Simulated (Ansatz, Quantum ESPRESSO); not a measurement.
# Tb (P6_3/mmc): electron-phonon coupling, part 2 of 4

How strong is the electron-phonon coupling in Tb (P6_3/mmc)?

Quantum ESPRESSO 7.5; DFT PBE, scalar-relativistic, plane waves, PseudoDojo norm-conserving, 4f in core pseudopotentials.

So far. Step 2 (A first look): No gap opens on this mesh, so smearing is kept; the start stands at -0.44 GPa. Step 4 (Ground state): The cell stands at -0.072 GPa, close enough for phonons. The relaxed cell has a = 3.595, c = 5.641 Å (conventional setting).

### 7. Phonons on a q mesh

Linear response treats each wavevector in the unit cell, with no supercell; the 3×3×2 mesh fixes the range of the force constants to be had. The change of the potential is kept for the electron-phonon matrix elements.

File ph.in:

```
phonons
&INPUTPH
  prefix          = 'x'
  outdir          = './tmp'
  fildyn          = 'x.dyn'
  tr2_ph          = 1.0d-18
  alpha_mix(1)    = 0.4
  nmix_ph         = 8
  ldisp           = .true.
  nq1             = 3
  nq2             = 3
  nq3             = 2
  electron_phonon = 'interpolated'
  fildvscf        = 'dvscf'
  el_ph_sigma     = 0.005
  el_ph_nsigma    = 10
/
```

Run with:

```
> OMP_NUM_THREADS=1 mpirun -n 8 ph.x -nk 8 -in ph.in > ph.out
```

Numbers of over 12 decimals in the logs are rounded to 6 here.

The log of the run:

```text
[banners, grids, parts of the stress and lines that vanish by symmetry left out]
[banner, memory and clock lines left out]
Program PHONON v.7.5

[...]
Exchange-correlation= PBE
                           (   1   4   3   4   0   0   0)
[...]
(   6 q-points):
[...]
kinetic-energy cut-off    =      42.0000  Ry
     charge density cut-off    =     168.0000  Ry
     convergence threshold     =      1.0E-18
[...]
Exchange-correlation= PBE
                           (   1   4   3   4   0   0   0)
[...]
q = (   0.0000000   0.0000000   0.0000000 )
     25 Sym.Ops. (with q -> -q+G )
     G cutoff =  196.3618  (  15529 G-vectors)     FFT grid: ( 30, 30, 48)
     number of k points=    76  Marzari-Vanderbilt smearing, width (Ry)=  0.0200
[...]
Mode symmetry, D_6h(6/mmm) point group:
[...]
Representation #   1 mode #   1
[...]
End of self-consistent calculation
     Convergence has been achieved
     Representation #   2 modes #   2   3
[...]
End of self-consistent calculation
     Convergence has been achieved
     Representation #   3 mode #   4
[...]
End of self-consistent calculation
     Convergence has been achieved
     Representation #   4 modes #   5   6
[...]
End of self-consistent calculation
     Convergence has been achieved
[...]
q = (    0.000000000   0.000000000   0.000000000 )
[...]
freq (    1) =       0.016919 [THz] =       0.564367 [cm-1]
     freq (    2) =       0.016919 [THz] =       0.564367 [cm-1]
     freq (    3) =       0.018736 [THz] =       0.624972 [cm-1]
     freq (    4) =       1.905094 [THz] =      63.547105 [cm-1]
     freq (    5) =       1.905094 [THz] =      63.547105 [cm-1]
     freq (    6) =       3.246849 [THz] =     108.303210 [cm-1]
[...]
Mode symmetry, D_6h(6/mmm) point group:
     freq (   1-   2) =          0.6  [cm-1]   --> E_1u            I
     freq (   3-   3) =          0.6  [cm-1]   --> A_2u            I
     freq (   4-   5) =         63.5  [cm-1]   --> E_2g            R
     freq (   6-   6) =        108.3  [cm-1]   --> B_1g
[...]
lambda(    1)=  0.0000   gamma=    0.01 GHz
     lambda(    2)=  0.0000   gamma=    0.01 GHz
     lambda(    3)=  0.0000   gamma=    0.01 GHz
     lambda(    4)=  0.2256   gamma=   18.39 GHz
     lambda(    5)=  0.2254   gamma=   18.37 GHz
     lambda(    6)=  0.1117   gamma=   26.46 GHz
[...]
Representation #   1 modes #   1   2
[...]
Convergence has been achieved
     Representation #   2 modes #   3   4   5   6
[...]
Convergence has been achieved
[...]
q = (    0.000000000   0.000000000  -0.318629683 )
[...]
freq (    1) =       1.354968 [THz] =      45.196883 [cm-1]
     freq (    2) =       1.354968 [THz] =      45.196883 [cm-1]
     freq (    3) =       1.354968 [THz] =      45.196883 [cm-1]
     freq (    4) =       1.354968 [THz] =      45.196883 [cm-1]
     freq (    5) =       2.515476 [THz] =      83.907263 [cm-1]
     freq (    6) =       2.515476 [THz] =      83.907263 [cm-1]
[...]
lambda(    1)=  0.0791   gamma=    3.26 GHz
     lambda(    2)=  0.0771   gamma=    3.18 GHz
     lambda(    3)=  0.0772   gamma=    3.18 GHz
     lambda(    4)=  0.0790   gamma=    3.26 GHz
     lambda(    5)=  0.0773   gamma=   10.98 GHz
     lambda(    6)=  0.0778   gamma=   11.06 GHz
[...]
Mode symmetry, C_2v (mm2)  point group:
[...]
Representation #   1 mode #   1
[...]
Convergence has been achieved
     Representation #   2 mode #   2
[...]
Convergence has been achieved
[...]
Convergence has been achieved
[...]
Convergence has been achieved
[...]
Convergence has been achieved
[...]
Convergence has been achieved
[...]
q = (    0.000000000   0.384900180   0.000000000 )
[...]
freq (    1) =       1.444319 [THz] =      48.177283 [cm-1]
     freq (    2) =       1.556518 [THz] =      51.919864 [cm-1]
[...]
Mode symmetry, C_2v (mm2)  point group:
     freq (   1-   1) =         48.2  [cm-1]   --> B_1  D_3  S_3
     freq (   2-   2) =         51.9  [cm-1]   --> B_2  D_4  S_4
     freq (   3-   3) =         86.8  [cm-1]   --> A_1  D_1  S_1
     freq (   4-   4) =         87.7  [cm-1]   --> B_1  D_3  S_3
     freq (   5-   5) =         95.1  [cm-1]   --> A_1  D_1  S_1
     freq (   6-   6) =        106.3  [cm-1]   --> B_2  D_4  S_4
[...]
lambda(    1)=  0.1498   gamma=    7.02 GHz
     lambda(    2)=  0.1231   gamma=    6.70 GHz
[...]
Convergence has been achieved
[...]
Convergence has been achieved
[...]
Convergence has been achieved
[...]
q = (    0.000000000   0.384900180  -0.318629683 )
[...]
Mode symmetry, D_3h (-62m) point group:
[...]
Representation #   1 mode #   1
[...]
Convergence has been achieved
     Representation #   2 mode #   2
[...]
Convergence has been achieved
     Representation #   3 modes #   3   4
[...]
Convergence has been achieved
     Representation #   4 modes #   5   6
[...]
Convergence has been achieved
[...]
q = (    0.333333333   0.577350269   0.000000000 )
[...]
freq (    5) =       2.843341 [THz] =      94.843651 [cm-1]
     freq (    6) =       3.202313 [THz] =     106.817655 [cm-1]
[...]
Mode symmetry, D_3h (-62m) point group:
     freq (   1-   2) =         77.7  [cm-1]   --> E''
     freq (   3-   4) =         79.5  [cm-1]   --> E'
     freq (   5-   5) =         94.8  [cm-1]   --> A'_2
     freq (   6-   6) =        106.8  [cm-1]   --> A'_1
[...]
lambda(    5)=  0.0650   gamma=   11.81 GHz
     lambda(    6)=  0.0985   gamma=   22.68 GHz
[...]
Representation #   1 modes #   1   2
[...]
Convergence has been achieved
     Representation #   2 modes #   3   4
[...]
End of self-consistent calculation
     Convergence has been achieved
     Representation #   3 modes #   5   6
[...]
End of self-consistent calculation
     Convergence has been achieved
[...]
q = (    0.333333333   0.577350269  -0.318629683 )
[...]
freq (    1) =       1.308863 [THz] =      43.658973 [cm-1]
     freq (    2) =       1.308863 [THz] =      43.658973 [cm-1]
     freq (    3) =       2.947792 [THz] =      98.327771 [cm-1]
     freq (    4) =       2.947792 [THz] =      98.327771 [cm-1]
     freq (    5) =       3.072803 [THz] =     102.497690 [cm-1]
     freq (    6) =       3.072803 [THz] =     102.497690 [cm-1]
[...]
lambda(    1)=  0.5886   gamma=   22.65 GHz
     lambda(    2)=  0.5899   gamma=   22.70 GHz
     lambda(    3)=  0.0841   gamma=   16.42 GHz
     lambda(    4)=  0.0837   gamma=   16.33 GHz
     lambda(    5)=  0.0840   gamma=   17.82 GHz
     lambda(    6)=  0.0836   gamma=   17.74 GHz
[...]
1   0.333333333   0.577350269  -0.318629683
          2  -0.333333333  -0.577350269   0.318629683


[key lines of the parts left out:]
the Fermi energy is    10.5434 ev
```

Wall time 28 min (8 MPI ranks of Intel Xeon at 2.70GHz, shared host).

This step gave:

- largest acoustic frequency at the zone centre before the sum rule: 0.62 cm⁻¹
- highest optical zone-centre mode (no LO-TO term): 108.3 cm⁻¹
- lowest optical zone-centre mode: 63.55 cm⁻¹
- lowest mode on the q mesh (acoustic ones at the zone centre apart): 43.66 cm⁻¹

Frequencies (cm⁻¹) at each irreducible wavevector; negative means imaginary. Frequencies by wavevector:

| q (fractions) | star | mode 1 | mode 2 | mode 3 | mode 4 | mode 5 | mode 6 |
| --- | --- | --- | --- | --- | --- | --- | --- |
| 0 0 0 | 1 | 0.56 | 0.56 | 0.62 | 63.55 | 63.55 | 108.3 |
| 0 0 -0.5 | 1 | 45.2 | 45.2 | 45.2 | 45.2 | 83.91 | 83.91 |
| 0 0.3333 0 | 6 | 48.18 | 51.92 | 86.76 | 87.68 | 95.08 | 106.3 |
| 0 0.3333 -0.5 | 6 | 64.27 | 64.27 | 67.81 | 67.81 | 102.5 | 102.5 |
| 0.3333 0.3333 0 | 2 | 77.68 | 77.68 | 79.51 | 79.51 | 94.84 | 106.8 |
| 0.3333 0.3333 -0.5 | 2 | 43.66 | 43.66 | 98.33 | 98.33 | 102.5 | 102.5 |

Couplings of single modes at a Gaussian broadening of 0.02 Ry, as ph.x prints them; it sets λ to zero for modes under 20 cm⁻¹. Mode couplings:

| q (fractions) | mode | frequency (cm⁻¹) | λ | linewidth γ (GHz) |
| --- | --- | --- | --- | --- |
| 0 0 -0.5 | 1 | 45.2 | 0.0791 | 3.26 |
| 0 0 -0.5 | 2 | 45.2 | 0.0771 | 3.18 |
| 0 0 -0.5 | 3 | 45.2 | 0.0772 | 3.18 |
| 0 0 -0.5 | 4 | 45.2 | 0.079 | 3.26 |
| 0 0 -0.5 | 5 | 83.91 | 0.0773 | 10.98 |
| 0 0 -0.5 | 6 | 83.91 | 0.0778 | 11.06 |
| 0 0.3333 0 | 1 | 48.18 | 0.1498 | 7.02 |
| 0 0.3333 0 | 2 | 51.92 | 0.1231 | 6.7 |
| 0 0.3333 0 | 3 | 86.76 | 0.1076 | 16.35 |
| 0 0.3333 0 | 4 | 87.68 | 0.0835 | 12.96 |
| 0 0.3333 0 | 5 | 95.08 | 0.1332 | 24.3 |
| 0 0.3333 0 | 6 | 106.3 | 0.0631 | 14.4 |
| 0 0.3333 -0.5 | 1 | 64.27 | 0.1721 | 14.35 |
| 0 0.3333 -0.5 | 2 | 64.27 | 0.1803 | 15.03 |
| 0 0.3333 -0.5 | 3 | 67.81 | 0.13 | 12.06 |
| 0 0.3333 -0.5 | 4 | 67.81 | 0.1279 | 11.87 |
| 0 0.3333 -0.5 | 5 | 102.5 | 0.0768 | 16.27 |
| 0 0.3333 -0.5 | 6 | 102.5 | 0.0686 | 14.55 |
| 0.3333 0.3333 0 | 1 | 77.68 | 0.1667 | 20.31 |
| 0.3333 0.3333 0 | 2 | 77.68 | 0.1671 | 20.36 |
| 0.3333 0.3333 0 | 3 | 79.51 | 0.1893 | 24.16 |
| 0.3333 0.3333 0 | 4 | 79.51 | 0.19 | 24.25 |
| 0.3333 0.3333 0 | 5 | 94.84 | 0.065 | 11.81 |
| 0.3333 0.3333 0 | 6 | 106.8 | 0.0985 | 22.68 |
| 0.3333 0.3333 -0.5 | 1 | 43.66 | 0.5886 | 22.65 |
| 0.3333 0.3333 -0.5 | 2 | 43.66 | 0.5899 | 22.7 |
| 0.3333 0.3333 -0.5 | 3 | 98.33 | 0.0841 | 16.42 |
| 0.3333 0.3333 -0.5 | 4 | 98.33 | 0.0837 | 16.33 |
| 0.3333 0.3333 -0.5 | 5 | 102.5 | 0.084 | 17.82 |
| 0.3333 0.3333 -0.5 | 6 | 102.5 | 0.0836 | 17.74 |

Optical modes; normalised displacements of the dynamical-matrix file. Modes at Γ:

| mode | frequency (cm⁻¹) | symmetry |
| --- | --- | --- |
| 1 | 63.5 | E2g |
| 2 | 63.5 | E2g |
| 3 | 108.3 | B1g |

Displacements in mode 1 (63.5 cm⁻¹), the largest set to 1:
```
Tb1 -1.00 -0.49  0.00
Tb2  1.00  0.49  0.00
```

Displacements in mode 3 (108.3 cm⁻¹), the largest set to 1:
```
Tb1  0.00  0.00 -1.00
Tb2  0.00  0.00  1.00
```

The acoustic modes at Γ come out as far as 0.6 cm⁻¹ from zero, where they should vanish, a small numerical error.

### 8. Force constants in real space

The dynamical matrices of the mesh are Fourier-transformed to force constants in real space.

File q2r.in:

```
&INPUT
  fildyn = 'x.dyn'
  zasr   = 'crystal'
  flfrc  = 'x.fc'
  la2F   = .true.
/
```

Run with:

```
> q2r.x < q2r.in > q2r.out
```

The log of the run:

```text
[banners, grids, parts of the stress and lines that vanish by symmetry left out]
[banner, memory and clock lines left out]
Program Q2R v.7.5

  reading grid info from file x.dyn0

  reading force constants from file x.dyn1
  Dielectric Tensor not found
  nqs=            1
 q=   0.00000000  0.00000000  0.00000000
  reading force constants from file x.dyn2
  nqs=            1
 q=   0.00000000  0.00000000 -0.31862968
  reading force constants from file x.dyn3
  nqs=            6
[...]
reading force constants from file x.dyn4
  nqs=            6
[...]
reading force constants from file x.dyn5
  nqs=            2
[...]
reading force constants from file x.dyn6
  nqs=            2
 q=   0.33333333  0.57735027 -0.31862968
 q=  -0.33333333 -0.57735027  0.31862968

      q-space grid ok, #points =   18

      fft-check success (sum of imaginary terms < 10^-12)

   Preparing gamma for a2F

 Broadening =      0.005
      q-space grid ok, #points =   18

      fft-check success (sum of imaginary terms < 10^-12)

 Broadening =      0.010
[...]
Broadening =      0.045
      q-space grid ok, #points =   18

      fft-check success (sum of imaginary terms < 10^-12)

 Broadening =      0.050
      q-space grid ok, #points =   18

      fft-check success (sum of imaginary terms < 10^-12)
```

Wall time 0.78 s (1 thread).

### 9. Interpolated phonon bands

From the force constants any wavevector is cheap; points of the mesh come back as solved, but for the sum rule and, in polar crystals, the LO-TO term at Γ; the rest is interpolation.

File matdyn.in:

```
&INPUT
  asr              = 'crystal'
  flfrc            = 'x.fc'
  flfrq            = 'x.freq'
  flvec            = 'x.modes'
  q_in_band_form   = .true.
  q_in_cryst_coord = .true.
/
12
  0.0000000   0.0000000   0.0000000  12  ! GAMMA
  0.5000000   0.0000000   0.0000000  12  ! M
  0.3333333   0.3333333   0.0000000  12  ! K
  0.0000000   0.0000000   0.0000000  12  ! GAMMA
  0.0000000   0.0000000   0.5000000  12  ! A
  0.5000000   0.0000000   0.5000000  12  ! L
  0.3333333   0.3333333   0.5000000  12  ! H
  0.0000000   0.0000000   0.5000000   1  ! A
  0.5000000   0.0000000   0.5000000  12  ! L
  0.5000000   0.0000000   0.0000000   1  ! M
  0.3333333   0.3333333   0.5000000  12  ! H
  0.3333333   0.3333333   0.0000000   1  ! K
```

Run with:

```
> matdyn.x -in matdyn.in > matdyn.out
```

The log of the run:

```text
[banner, memory and clock lines left out]
Program MATDYN v.7.5

 mass for atomic type   1 not given; uses mass from file x.fc
 Norm of the difference between old and new effective charges:    0.000000

 Norm of the difference between old and new force-constants:   1.6903e-06

     Message from routine matdyn:
     Z* not found in file x.fc, TO-LO splitting at q=0 will be absent!
     Message from routine matdyn:
     Z* not found in file x.fc, TO-LO splitting at q=0 will be absent!

Note: The following floating-point exceptions are signalling: IEEE_UNDERFLOW_FLAG
```

The job ended after 0.65 s (1 thread).

Numbers from this step:

```yaml
lowest_frequency_on_the_path: 0 cm⁻¹
mean_frequency: 77.2 cm⁻¹
debye_temperature_second_moment: 149 K
logarithmic_mean_frequency: 73.6 cm⁻¹
```

Matdyn.x, sum rule crystal. The phonon branches at the labelled points (cm⁻¹):

| point | branch 1 | branch 2 | branch 3 | branch 4 | branch 5 | branch 6 |
| --- | --- | --- | --- | --- | --- | --- |
| Γ | 0 | 0 | 0 | 64 | 64 | 108 |
| halfway | 42 | 44 | 71 | 81 | 87 | 108 |
| M | 52 | 58 | 94 | 101 | 101 | 102 |
| halfway | 63 | 64 | 87 | 95 | 98 | 105 |
| K | 78 | 78 | 80 | 80 | 95 | 107 |
| halfway | 48 | 57 | 66 | 89 | 90 | 107 |
| Γ | 0 | 0 | 0 | 64 | 64 | 108 |
| halfway | 25 | 25 | 48 | 59 | 59 | 103 |
| A | 45 | 45 | 45 | 45 | 84 | 84 |
| halfway | 62 | 62 | 64 | 64 | 94 | 94 |
| L | 64 | 64 | 72 | 72 | 111 | 111 |
| halfway | 50 | 50 | 87 | 87 | 108 | 108 |
| H | 44 | 44 | 98 | 98 | 102 | 102 |
| halfway | 56 | 56 | 74 | 74 | 96 | 96 |
| A | 45 | 45 | 45 | 45 | 84 | 84 |
| jump to L | 64 | 64 | 72 | 72 | 111 | 111 |
| halfway | 56 | 58 | 84 | 87 | 105 | 111 |
| M | 52 | 58 | 94 | 101 | 101 | 102 |
| jump to H | 44 | 44 | 98 | 98 | 102 | 102 |
| halfway | 56 | 56 | 95 | 96 | 96 | 104 |
| K | 78 | 78 | 80 | 80 | 95 | 107 |

The phonon branches as a text plot (rows in cm⁻¹):

```
    109 |*****            *****          *****          ****
    105 |     *** ****** *     **       *     *****       *   ***
    100 |      ****     *        *     *       *           ****
     95 |     ***  *******            *       *    *       ******
     91 |    * * ***     *                   *  **  *      *   *
     86 |    **    *      *       ****            *  ***  *
     82 |   **      ***   *                 *            *      *
     77 |  **       ****   *      *        *            *       *
     72 |  *        * ****  *            **        *     *
     68 | *        *    *              **           *   *
     63 |*  *      *   * **  *** *    *****          *  **     *
     58 |      ****     *       *    *     *       **    ****
     54 |     ****       * *     *  **      *     *  **   *** *
     49 |  * **           *     * **         *   *    **
     44 |    *            * *     **          ***      *     *
     40 |   *              *
     35 |   *              *
     30 |  *                *    *
     26 | *                    **
     21 |
     16 | *                  *
     12 |*                   * *
      7 |*
      2 |                     *
         Γ      M    K        Γ   A       L    H       A|L M|H  K
```

Lowest modes at the softest wavevector of the mesh; phase exp(i q.(R + tau)). Modes at q = (0.333, 0.333, 0.500):

| mode | frequency (cm⁻¹) |
| --- | --- |
| 1 | 43.7 |
| 2 | 43.7 |
| 3 | 98.3 |
| 4 | 98.3 |
| 5 | 102.5 |
| 6 | 102.5 |

Displacements in mode 1 (43.7 cm⁻¹), the largest set to 1, in the home cell (x, y, z of the real part, then of the imaginary part):
```
Tb1  0.00  0.00 -1.00  0.00  0.00  0.00
Tb2 -0.62  0.36  0.00  0.36  0.62  0.00
```

Displacements in mode 3 (98.3 cm⁻¹), the largest set to 1, in the home cell (x, y, z of the real part, then of the imaginary part):
```
Tb1  0.00  0.00  0.00  0.00  0.00  0.00
Tb2 -0.97 -0.26  0.00  0.26 -0.97  0.00
```

Force constants by pair (phonopy on the run's constants); pairs near half the supercell's span include their periodic images. Pair force constants, by row:

| atom | neighbour | distance (Å) | third of the trace (eV/Å²) | along the pair's line (eV/Å²) |
| --- | --- | --- | --- | --- |
| Tb1 | itself | 0 | 3.76 | – |
| Tb1 | Tb | 3.502 | -0.3578 | -1.083 |
| Tb1 | Tb | 3.595 | -0.2555 | -0.7408 |
| Tb1 | Tb | 5.018 | 0.0788 | 0.1349 |
| Tb1 | Tb | 5.641 | 0.0661 | 0.1082 |
| Tb1 | Tb | 6.173 | -0.0425 | -0.0785 |
| Tb1 | Tb | 6.226 | -0.0893 | -0.1014 |
| Tb1 | Tb | 6.689 | -0.0184 | -0.0171 |
| Tb2 | itself | 0 | 3.76 | – |
| Tb2 | Tb | 3.502 | -0.3578 | -1.083 |
| Tb2 | Tb | 3.595 | -0.2555 | -0.7408 |
| Tb2 | Tb | 5.018 | 0.0788 | 0.1349 |
| Tb2 | Tb | 5.641 | 0.0661 | 0.1082 |
| Tb2 | Tb | 6.173 | -0.0425 | -0.0785 |
| Tb2 | Tb | 6.226 | -0.0893 | -0.1014 |
| Tb2 | Tb | 6.689 | -0.0184 | -0.0171 |

Harmonic mean-square displacement, third of the trace. Mean-square displacements:

| T (K) | Tb1 U_eq (Å²) | Tb2 U_eq (Å²) |
| --- | --- | --- |
| 0 | 0.00153 | 0.00153 |
| 100 | 0.00382 | 0.00382 |
| 300 | 0.0108 | 0.0108 |
| 600 | 0.02147 | 0.02147 |

Mode patterns, pair constants, displacements and means over the zone were worked out by phonopy from the force constants of q2r.x.

All branches are real along the path.

(Continued in part 3 of 4.)

[Host names and launcher messages were left out of these logs when they were recorded.]

[Logs are printed without paths, hosts, clocks, repeated set-up lines and the standing remarks that a program may print on its own settings, such as how far it seeks lower states.]

[Hosts, paths, dates, database ids (printed as entryN), source tags and the programs' standing remarks are cut or masked in the printed files.]
